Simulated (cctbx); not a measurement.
## Symmetry from intensities

Cell: a = 4.6740 Å, b = 4.6740 Å, c = 11.7720 Å, α = 90.00°, β = 90.00°, γ = 90.00°. Expected content of the cell: Pb4 Dy2 Sc4.

The data are simulated with cctbx, not measured: Mo Kα, λ = 0.71073 Å, to d = 0.7 Å, 70 % of the full sphere, strongest reflection 5000 counts, noise from counting, a 2 % proportional error and a noise floor of 15 counts (s.d.); no absorption.

Tests on the unmerged data give:

```text
2229 reflections to d = 0.701 A
centring   violations  <I/sigma> of those
    A        436 of  1133      6.3
    B        431 of  1110      6.4
    C        381 of  1113      6.1
    I          0 of  1113     -0.0
    R        536 of  1478      6.0
    F        624 of  1678      6.3
Laue class    unique    Rint  (classes that these axes allow; Friedel mates merged)
I 1 2/m 1         433   0.039
I 1 1 2/m         409   0.040
I 2/m 1 1         428   0.040
I m m m           252   0.043
I 4/m             212   0.043
I 4/m m m         145   0.045
space group    extra absences  I>4sigma  <I/sigma>
I 4 2 2                 0          0         -  acentric
I 4 m m                 0          0         -  acentric
I -4 m 2                0          0         -  acentric
I -4 2 m                0          0         -  acentric
I 4/m m m               0          0         -  centric
Wilson B = 0.97 A^2   <|E^2-1|> = 0.720 (0.968 centric, 0.736 acentric)   E^2>4: 0.0 %
shell (A)         n   <I/sigma>
 5.89 - 1.40     25     38.4
 1.40 - 1.11     16     39.5
 1.11 - 0.97     19     35.9
 0.97 - 0.88     17     27.7
 0.88 - 0.82     16     34.6
 0.82 - 0.77     19     20.7
 0.77 - 0.73     15     15.5
 0.73 - 0.70     18     26.6
```

Q: Read the symmetry from these tables.

The reflections that I centring forbids are absent (⟨I/σ⟩ near 0), so the lattice is I.

Rint stays low (0.039 to 0.045) up to I 4/m m m, the highest class in these axes.

5 settings pass the absence test. No glide or screw absences show, which leaves I 4 2 2, I 4 m m, I -4 m 2, I -4 2 m and I 4/m m m.

⟨|E²−1|⟩ = 0.720 leans to a non-centrosymmetric structure. Here that hint misleads: the statistic assumes many like atoms on general positions, and few, heavy or special-position atoms break it. The Wilson B of 0.97 Å² means U ≈ 0.0123 Å².

The true group is I4/mmm (no. 139), Laue class 4/mmm, centrosymmetric. The tables only narrow the choice to the tied entries; cell content, site symmetry and trial solutions must settle it.

This is a model crystal, built by substitution and not relaxed, with assumed displacement parameters.

[Logs are printed without paths, hosts, clocks, repeated set-up lines and the standing remarks that a program may print on its own settings, such as how far it seeks lower states.]
